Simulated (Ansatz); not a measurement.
# 1T-PbO2 monolayer in a perpendicular field

What dipole does a perpendicular field induce in the 1T-PbO2 monolayer, and does the gap follow? A positive field points along +c.

Program: Ansatz 0.2.0. Level of theory: plane-wave DFT, PBE-D3(BJ), Ansatz PAW. Results are calculated unless marked as measured.

## Step 1: The structure

The cell holds 3 atoms: 2 O and 1 Pb. Cell: a = 2.874 Å, b = 2.874 Å, c = 35.411 Å, α = 90.0°, β = 90.0°, γ = 120.0°. Vacuum lies along c.

## Step 2: Relaxation

The starting cell is a guess, so the in-plane lattice and the atoms are relaxed first, with the slab cut off from its images along the normal.

input.yaml reads:

```yaml
crystal:
  lattice:
    - [2.874242, 0.0, 0.0]
    - [-1.437121, 2.4891665886, 0.0]
    - [0.0, 0.0, 35.4111357329]
  atoms:
    - { symbol: O, position: [0.6666666667, 0.3333333333, 0.4687790904] }
    - { symbol: Pb, position: [0.0, 0.0, 0.5] }
    - { symbol: O, position: [0.3333333333, 0.6666666667, 0.5312209096] }
  periodic: [true, true, false]
kpoints:
  mp_grid: { grid: [12, 12, 1] }
hamiltonian:
  xc: pbe
  dispersion: d3bj
scf:
  occupations: { method: fermi_dirac, width: 0.05 }
  convergence: { dr2_threshold: 1.0e-09 }
relax:
  f_tol: 0.004
  max_steps: 90
  cell: {}
output:
  write_potential: true
  write_density: true
  volumetric_format: npy
```

Started as:

```
$ ansatz run input.yaml --threads 2 --pin off --max-ram 3072MiB --backend cpu --events-out ev --progress --plain --runs-dir out
```

Numbers of over 12 decimals in the logs are rounded to 6 here.

Output:

```text
Warning: relax.cell: scf.convergence.dr2_threshold = 1e-9 eV is looser than the 2.0119127238e-10 eV advised for a relaxation that steers and ends on the stress (1e-10 eV for each atom of the cell: 3, times the square of relax.cell.stress_2d_tol = 0.05 N/m over 12.2 Å (the atoms' height at the walk's start and 5 Å past either face), 4.095e-2 GPa, over a crystal's default 0.05). What an SCF threshold leaves in a stress goes as its square root, and in the free energy as the threshold itself, and one threshold admits the most on a small cell: [figures from the program's tests cut] Set scf.convergence.dr2_threshold to 2.0119127238e-10 eV or tighter. [rest of the remark cut]
Engine: ansatz 0.2.0, x86_64-unknown-linux-gnu
Pseudopotentials: kind: paw
Pseudopotential: O, paw, valence charge 6, recommended cutoff 420 eV (normal), O.paw.azcp
Pseudopotential: Pb, paw, valence charge 14, recommended cutoff 420 eV (normal), Pb.paw.azcp
Functional definition: PBE
  parameter kappa = 0.804
  parameter beta = 0.066725
  exchange = pbe_x(kappa = kappa, mu = beta*pi^2/3)
  correlation = pbe_c(beta = beta)
Crystal: 3 atoms, lattice volume = 253.348 Å³
Basis set: ecut = 420 eV, 4943 PW (Γ), exchange–correlation on 40×40×480 points (8 copies of the dense FFT grid, shifted against one another)
Bands: 17, of which v1, the nominal top of the filled ones, is band 13 counted from 1 (12 counted from 0)
Symmetry: 12 space group operations
Space group: P-3m1 (ITA 164), of the structure as read, at distance tolerance 6.3e-5 Å
k-points: 19 of 144
Non-local potential: O, projectors of the file, l = 0: 2, l = 1: 2, l = 2: 1
Non-local potential: Pb, projectors of the file, l = 0: 2, l = 1: 2, l = 2: 2, l = 3: 2
PAW form: soft (Blöchl's): semilocal exchange-correlation on the pseudo side does not see the compensation charge
PAW one-centre angular grid: O, 110 points (default); XC on 64 Gauss nodes
PAW one-centre angular grid: Pb, 590 points (default); XC on 64 Gauss nodes
Initial density: superposition of atomic densities (neutral atoms: chi_scale 0, normalization atom), corrected by the library's trained network
Initial wavefunctions: pseudopotential atomic-orbital guess
Functional: x = pbe(κ = 0.804, μ = 0.219515), c = pbe(β = 0.066725)
SCF iter   1: F=—  HF=-13035.109310 eV  |F-HF|=—  |Δ(HF+E_count)|=         —  Δρ=2.55e-3  dr2=1.51e-2  ethr=1.77e-3  ⟨swp⟩=20.6  Hψ=4433  notcnv=0
preconditioner: auto → Resta (q_TF=auto, 1.867 Å⁻¹)  ε∞=1.4  [insulator: Δε(μ)=2.857 eV  Ē_g=18.959 eV  σ=0.050 eV  W_gap=1.00  n_scr=20 (ndim 8)  ℏωp=11.9 eV  f_vac=0.848  D(μ)=0.00/eV (n_scr^D=0)  ε∞_Penn≈1.4  vacuum switching on, ρ_ref=2.6e-2 e/Å³]
SCF iter   2: F=—  HF=-13035.110379 eV  |F-HF|=—  |Δ(HF+E_count)|=   1.07e-3  Δρ=1.22e-3  dr2=2.34e-3  ethr=5.80e-5  ⟨swp⟩=5.3  Hψ=1211  notcnv=0
SCF iter   3: F=—  HF=-13035.111036 eV  |F-HF|=—  |Δ(HF+E_count)|=   6.57e-4  Δρ=5.16e-4  dr2=2.25e-4  ethr=8.98e-6  ⟨swp⟩=4.4  Hψ=964  notcnv=0
SCF iter   4: F=—  HF=-13035.111671 eV  |F-HF|=—  |Δ(HF+E_count)|=   6.36e-4  Δρ=1.68e-4  dr2=2.90e-5  ethr=8.64e-7  ⟨swp⟩=4.3  Hψ=864  notcnv=0
SCF iter   5: F=—  HF=-13035.111788 eV  |F-HF|=—  |Δ(HF+E_count)|=   1.17e-4  Δρ=2.41e-5  dr2=5.97e-7  ethr=1.12e-7  ⟨swp⟩=4.0  Hψ=902  notcnv=0
SCF iter   6: F=—  HF=-13035.111823 eV  |F-HF|=—  |Δ(HF+E_count)|=   3.52e-5  Δρ=3.29e-6  dr2=1.56e-8  ethr=2.30e-9  ⟨swp⟩=3.9  Hψ=900  notcnv=0
SCF iter   7: F=-13035.111823 eV  HF=-13035.111823 eV  |F-HF|=5.28e-10  |Δ(HF+E_count)|=   9.44e-8  Δρ=3.66e-7  dr2=1.85e-10  ethr=3.85e-12  ⟨swp⟩=17.4  Hψ=3592  notcnv=0
SCF 1 converged in 7 iterations: F = -13035.111823 eV  dr2 = 1.85e-10
  greatest PAW one-centre occupation: 0.993 electrons in one spin orbital (limit 2), on the Pb atom at site 1 (counted from 0), in its partial waves of l = 2
relax step   1: F+E_penalty+E_count = -13035.11182346 eV  Δ(F+E_penalty+E_count) = +0.000e0 eV  max|allowed force component| = 5.028e0 eV/Å  Δτ_max = 0.0000 Å  P = +58.597 N/m  Ω = 253.348 Å³  fix = [c, alpha, beta]  reactions: c +0.000 N/m  (7 SCF iters, accepted)
Crystal: 3 atoms, lattice volume = 279.211 Å³
Basis set: ecut = 420 eV, 5351 PW (Γ), exchange–correlation on 40×40×480 points (8 copies of the dense FFT grid, shifted against one another)
Initial density: handed on by an earlier stage of this run
Initial wavefunctions: those handed on with the density
iter 1 solved again at ethr=1.96e-3 eV; its pass at ethr=3.10e-3 eV (dr2=5.10e-1 eV) is discarded
SCF iter   1: F=—  HF=-13037.621725 eV  |F-HF|=—  |Δ(HF+E_count)|=         —  Δρ=1.54e-2  dr2=5.13e-1  ethr=1.96e-3  ⟨swp⟩=1.2  Hψ=3831  notcnv=0
preconditioner: auto → Resta (q_TF=auto, 1.837 Å⁻¹)  ε∞=1.4  [insulator: Δε(μ)=2.133 eV  Ē_g=17.472 eV  σ=0.050 eV  W_gap=1.00  n_scr=20 (ndim 8)  ℏωp=11.3 eV  f_vac=0.847  D(μ)=0.00/eV (n_scr^D=0)  ε∞_Penn≈1.4  vacuum switching on, ρ_ref=2.2e-2 e/Å³]
SCF iter   2: F=—  HF=-13037.469193 eV  |F-HF|=—  |Δ(HF+E_count)|=   1.53e-1  Δρ=5.06e-3  dr2=5.67e-2  ethr=1.96e-3  ⟨swp⟩=4.4  Hψ=963  notcnv=0  defer=1
SCF iter   3: F=—  HF=-13037.453694 eV  |F-HF|=—  |Δ(HF+E_count)|=   1.55e-2  Δρ=1.52e-3  dr2=4.12e-3  ethr=2.18e-4  ⟨swp⟩=5.9  Hψ=1069  notcnv=0  defer=1
SCF iter   4: F=—  HF=-13037.453681 eV  |F-HF|=—  |Δ(HF+E_count)|=   1.25e-5  Δρ=6.24e-4  dr2=4.88e-4  ethr=1.59e-5  ⟨swp⟩=3.5  Hψ=726  notcnv=0  defer=1
SCF iter   5: F=—  HF=-13037.453856 eV  |F-HF|=—  |Δ(HF+E_count)|=   1.75e-4  Δρ=1.10e-4  dr2=1.63e-5  ethr=1.88e-6  ⟨swp⟩=3.2  Hψ=666  notcnv=0  defer=1
SCF iter   6: F=—  HF=-13037.453830 eV  |F-HF|=—  |Δ(HF+E_count)|=   2.59e-5  Δρ=1.44e-5  dr2=3.43e-7  ethr=6.28e-8  ⟨swp⟩=3.8  Hψ=843  notcnv=0  defer=1
SCF iter   7: F=—  HF=-13037.453864 eV  |F-HF|=—  |Δ(HF+E_count)|=   3.37e-5  Δρ=3.20e-6  dr2=1.81e-8  ethr=1.32e-9  ⟨swp⟩=3.4  Hψ=798  notcnv=0  defer=1
SCF iter   8: F=-13037.453864 eV  HF=-13037.453864 eV  |F-HF|=4.73e-11  |Δ(HF+E_count)|=  9.31e-10  Δρ=2.83e-7  dr2=2.13e-10  ethr=3.85e-12  ⟨swp⟩=12.3  Hψ=3630  notcnv=0
SCF 2 converged in 8 iterations: F = -13037.453864 eV  dr2 = 2.13e-10
  greatest PAW one-centre occupation: 0.990 electrons in one spin orbital (limit 2), on the Pb atom at site 1 (counted from 0), in its partial waves of l = 2
relax step   2: F+E_penalty+E_count = -13037.45386409 eV  Δ(F+E_penalty+E_count) = -2.342e0 eV  max|allowed force component| = 1.083e0 eV/Å  Δτ_max = 0.0906 Å  P = +25.226 N/m  Ω = 279.211 Å³  energy of the carried Pulay correction = -1.292e-2 eV  fix = [c, alpha, beta]  reactions: c +0.000 N/m  (8 SCF iters, accepted)
Crystal: 3 atoms, lattice volume = 306.260 Å³
[...]
relax step   6: F+E_penalty+E_count = -13038.45796605 eV  Δ(F+E_penalty+E_count) = -2.492e-4 eV  max|allowed force component| = 3.513e-4 eV/Å  Δτ_max = 0.0049 Å  P = -0.005 N/m  Ω = 334.307 Å³  energy of the carried Pulay correction = -3.669e-2 eV  fix = [c, alpha, beta]  reactions: c -0.000 N/m  (7 SCF iters, accepted)
relax step   7: F+E_penalty+E_count = -13038.70871569 eV  Δ(F+E_penalty+E_count) = -2.507e-1 eV  max|allowed force component| = 5.504e-3 eV/Å  Δτ_max = 0.0000 Å  P = +3.950 N/m  Ω = 334.307 Å³  fix = [c, alpha, beta]  reactions: c +0.000 N/m  stress off target by 3.95e0 N/m on what of the cell is left free  SCF on the basis re-selected at this cell (its energy is not comparable with the rows above)  (7 SCF iters)
relax step   8: F+E_penalty+E_count = -13038.75943984 eV  Δ(F+E_penalty+E_count) = -5.072e-2 eV  max|allowed force component| = 6.449e-3 eV/Å  Δτ_max = 0.0290 Å  P = +1.298 N/m  Ω = 346.821 Å³  energy of the carried Pulay correction = -6.404e-3 eV  fix = [c, alpha, beta]  reactions: c +0.000 N/m  (8 SCF iters, accepted)
relax step   9: F+E_penalty+E_count = -13038.76193226 eV  Δ(F+E_penalty+E_count) = -2.492e-3 eV  max|allowed force component| = 1.490e-2 eV/Å  Δτ_max = 0.0214 Å  P = -0.169 N/m  Ω = 355.146 Å³  energy of the carried Pulay correction = -1.181e-2 eV  fix = [c, alpha, beta]  reactions: c -0.000 N/m  (7 SCF iters, accepted)
relax step  10: F+E_penalty+E_count = -13038.76298757 eV  Δ(F+E_penalty+E_count) = -1.055e-3 eV  max|allowed force component| = 1.303e-3 eV/Å  Δτ_max = 0.0040 Å  P = -0.003 N/m  Ω = 353.988 Å³  energy of the carried Pulay correction = -1.100e-2 eV  fix = [c, alpha, beta]  reactions: c -0.000 N/m  (6 SCF iters, accepted)
relax step  11: F+E_penalty+E_count = -13038.77486936 eV  Δ(F+E_penalty+E_count) = -1.188e-2 eV  max|allowed force component| = 2.471e-3 eV/Å  Δτ_max = 0.0000 Å  P = +0.058 N/m  Ω = 353.988 Å³  fix = [c, alpha, beta]  reactions: c +0.000 N/m  stress off target by 5.84e-2 N/m on what of the cell is left free  SCF on the basis re-selected at this cell (its energy is not comparable with the rows above)  (6 SCF iters)
relax step  12: F+E_penalty+E_count = -13038.77476718 eV  Δ(F+E_penalty+E_count) = +1.022e-4 eV  max|allowed force component| = 2.687e-5 eV/Å  Δτ_max = 0.0004 Å  P = +0.002 N/m  Ω = 354.278 Å³  energy of the carried Pulay correction = -1.165e-4 eV  fix = [c, alpha, beta]  reactions: c +0.000 N/m  (5 SCF iters, accepted)
iter 1 solved again at ethr=6.08e-8 eV; its pass at ethr=3.10e-3 eV (dr2=1.58e-5 eV) is discarded
SCF iter   1: F=—  HF=-13038.774751 eV  |F-HF|=—  |Δ(HF+E_count)|=         —  Δρ=9.63e-6  dr2=8.23e-9  ethr=6.08e-8  ⟨swp⟩=7.2  Hψ=4964  notcnv=0
preconditioner: auto → Resta (q_TF=auto, 1.765 Å⁻¹)  ε∞=1.4  [insulator: Δε(μ)=1.335 eV  Ē_g=16.283 eV  σ=0.050 eV  W_gap=1.00  n_scr=18 (ndim 8)  ℏωp=10.1 eV  f_vac=0.850  D(μ)=0.00/eV (n_scr^D=0)  ε∞_Penn≈1.4  vacuum switching on, ρ_ref=1.9e-2 e/Å³]
SCF iter   2: F=—  HF=-13038.774801 eV  |F-HF|=—  |Δ(HF+E_count)|=   5.04e-5  Δρ=4.81e-6  dr2=2.00e-9  ethr=3.17e-11  ⟨swp⟩=6.2  Hψ=1238  notcnv=0
iter 3 met the thresholds in force, and the SCF goes on: an eigenvalue changes by 1.85 meV, over its tolerance of 1.02 meV (output.eigenvalues, Limitations)
SCF iter   3: F=-13038.774857 eV  HF=-13038.774854 eV  |F-HF|=2.12e-6  |Δ(HF+E_count)|=   5.31e-5  Δρ=4.55e-7  dr2=4.50e-11  ethr=3.85e-12  ⟨swp⟩=24.4  Hψ=3832  notcnv=0
iter 4 met the thresholds in force, and the SCF goes on: an eigenvalue changes by 1.53 meV, over its tolerance of 1.01 meV (output.eigenvalues, Limitations)
SCF iter   4: F=-13038.774857 eV  HF=-13038.774857 eV  |F-HF|=3.31e-8  |Δ(HF+E_count)|=   2.09e-6  Δρ=6.09e-8  dr2=3.89e-12  ethr=1.00e-12  ⟨swp⟩=12.3  Hψ=2448  notcnv=0
Mixer restart at iter 4: flushing history
SCF iter   5: F=-13038.774857 eV  HF=-13038.774857 eV  |F-HF|=3.27e-11  |Δ(HF+E_count)|=   3.31e-8  Δρ=2.23e-8  dr2=1.72e-12  ethr=1.00e-12  ⟨swp⟩=9.4  Hψ=2162  notcnv=0
SCF 13 converged in 5 iterations: F = -13038.774857 eV  dr2 = 1.72e-12
relax step  13: F+E_penalty+E_count = -13038.77485659 eV  Δ(F+E_penalty+E_count) = -8.941e-5 eV  max|allowed force component| = 2.771e-5 eV/Å  Δτ_max = 0.0000 Å  P = +0.002 N/m  Ω = 354.278 Å³  fix = [c, alpha, beta]  reactions: c +0.000 N/m  stress off target by 2.31e-3 N/m on what of the cell is left free  SCF on the basis re-selected at this cell (its energy is not comparable with the rows above)  (5 SCF iters)
basis re-selected at this cell: Δ(F+E_penalty+E_count) = -8.941e-5 eV, ΔP = +0.001 N/m vs the last step (what re-selecting the basis moved, of the pressure what is left beyond the Pulay correction that the steps carried, after the strain that the cell walked since its last selection, with what the two solves' SCF thresholds leave and, on support functions, any second-order correction that the steps lacked; it is no m [...]
WARN: The output density's exchange-correlation potential varies sharply where the density is thin. Do not read a vacuum level from v_tot or v_xc, or from such a field of the output density. On a cell that repeats whose density bears no net charge and no dipole along the vacuum's axis use v_es (v_loc + v_h of the components); under efield.dipole_correction with no amplitude use v_es + v_field, which holds any externa [...]
SCF converged after 5 iterations
an eigenvalue changed by more than its tolerance at an iteration that met the thresholds in force, so the SCF went on 2 times, its first undamped step at iteration 4: the last check found none over its tolerance
Free energy (F): -13038.774857 eV
Harris-Foulkes:  -13038.774857 eV  (|F-HF|=3.27e-11)
Internal energy: -13038.774856 eV  (E = F + TS)
E sigma→0 (E₀):  -13038.774856 eV
Entropy (-TS):   -0.000000 eV (-0.000 meV/atom)
Fermi energy:    -7.351451 eV
--- Per-component energies (eV) ---
  E_band       = -450.170813
  E_kinetic    = 637.747789
  E_local      = -49588.004712  (includes V_loc(G=0)·N_el)
  E_nonlocal   = 451.178624
  E_hartree    = 24393.019483
  E_xc         = -363.239641
  E_vxc        = -314.798484  (∫ρ·V_xc dr)
  E_paw        = -10731.862380  (= ΣΔE_a)
  E_vpaw       = -422.337724  (= ΣTr[D̂ρ^β])
  E_aug_tail   = 0.004712  (compensation charges beyond the density's cutoff)
  E_ewald      = 22162.721273
  E_disp       = -0.340006  (pairwise vdW)
  E_smearing   = -0.000000  (= −TS)
  E_closure    = 0.000000  (closes the sum)
  Σ components = -13038.774857   (vs F -13038.774857, Δ=0.00e0)
--- Forces (eV/Å), atoms counted from 1 ---
  atom   1  O     -0.00000000    -0.00000000     0.00002771
  atom   2  Pb    -0.00000000     0.00000000     0.00000000
  atom   3  O     -0.00000000     0.00000000    -0.00002771
  max |Σ_I F_I| component: 9.25e-18 eV/Å
--- 2D stress c σ (N/m, compression-positive) ---
        0.002309      -0.000000       0.000000
        0.000000       0.002309      -0.000000
        0.000000      -0.000000       0.000000
  P = ½ c Tr σ = 0.0023 N/m
--- Band table (eV; the first three rows and the last of 19) ---
  k-point 0: bands = [... 9 lower, -9.2649, -8.6546, -8.4372, -8.4372, -6.7831, -2.9070, -0.3106, -0.1925]
  k-point 1: bands = [... 9 lower, -9.3634, -8.7560, -8.4518, -8.4245, -6.5366, -2.6687, -0.2356, -0.0687]
  k-point 2: bands = [... 9 lower, -9.6254, -8.9566, -8.4272, -8.3912, -5.9797, -2.1095, -0.0880, 0.3023]
  k-point 18: bands = [... 9 lower, -11.0389, -10.3399, -8.2071, -8.2071, -4.2884, 0.8368, 1.0754, 1.0754]
  the weakly bound empty levels are not read free of the cell's end (no_gap_told)
--- Relaxed structure (10 steps of the walk, 10 accepted, 3 SCFs on fresh bases) ---
  F+E_penalty+E_count = -13038.77485659 eV   max|allowed force component| = 2.771e-5 eV/Å   (the final SCF, on the basis selected at the relaxed cell)
  cell:  # Å, volume = 354.2777 Å³
    - [3.398886, 0, 0]
    - [-1.699443, 2.943522, 0]
    - [0, 0, 35.4111357329]
  atoms:
    - { symbol: O, position: [0.666667, 0.333333, 0.469869] }
    - { symbol: Pb, position: [0, 0, 0.5] }
    - { symbol: O, position: [0.333333, 0.666667, 0.530131] }
```

The job ended after 27 s (2 threads of Intel Xeon 6975P-C (Granite Rapids), shared host; peak memory 0.63 GiB; 53 s of CPU time).

Relaxation path:

| step | energy less that of the first step (eV) | largest force component (eV/Å) | volume (Å³) |
| --- | --- | --- | --- |
| 1 | 0.0000 | 5.0280 | 253.35 |
| 2 | -2.3420 | 1.0827 | 279.21 |
| 3 | -3.1080 | 0.5088 | 306.26 |
| 4 | -3.3417 | 0.1797 | 331.08 |
| 5 | -3.3459 | 0.0572 | 334.19 |
| 6 | -3.3461 | 0.0004 | 334.31 |
| 7* | -3.5969 | 0.0055 | 334.31 |
| 8 | -3.6476 | 0.0064 | 346.82 |
| 9 | -3.6501 | 0.0149 | 355.15 |
| 10 | -3.6512 | 0.0013 | 353.99 |
| 11* | -3.6630 | 0.0025 | 353.99 |
| 12 | -3.6629 | 0.0000 | 354.28 |
| 13* | -3.6630 | 0.0000 | 354.28 |

Relaxation steps marked * repeat the geometry before them on a plane-wave basis chosen anew for their cell, so energy and pressure can jump there.

Forces are held to the 12 operations that the run works with; a distortion that breaks them can't arise in this run.

| cell as run | before | after | change |
| --- | --- | --- | --- |
| a (Å) | 2.874 | 3.399 | +18.3 % |
| b (Å) | 2.874 | 3.399 | +18.3 % |

The atoms that moved most (Å, along periodic axes as changes of fractional coordinates times the final cell, across vacuum about the mean position):

| atom | dx | dy | dz | length |
| --- | --- | --- | --- | --- |
| O1 | 0.000 | 0.000 | 0.039 | 0.039 |
| O3 | 0.000 | 0.000 | -0.039 | 0.039 |

The relaxed structure:

```xyz
3
Lattice="3.3989 0.0000 0.0000 -1.6994 2.9435 0.0000 0.0000 0.0000 35.4111" Properties=species:S:1:pos:R:3
O     1.6994    0.9812   16.6386
Pb    0.0000    0.0000   17.7056
O     0.0000    1.9623   18.7725
```

The lattice constant a goes from 2.874 to 3.399 Å.

(Continued in part 2 of 2.)

[Logs are printed without paths, hosts, clocks, repeated set-up lines and the standing remarks that a program may print on its own settings, such as how far it seeks lower states.]

[Hosts, paths, dates, database ids (printed as entryN), source tags and the programs' standing remarks are cut or masked in the printed files.]

[Maps of the electrostatic potential energy from Ansatz leave out the sawtooth potential of an applied field or a dipole correction, so their vacuum need not be flat; planar profiles and work functions include it.]
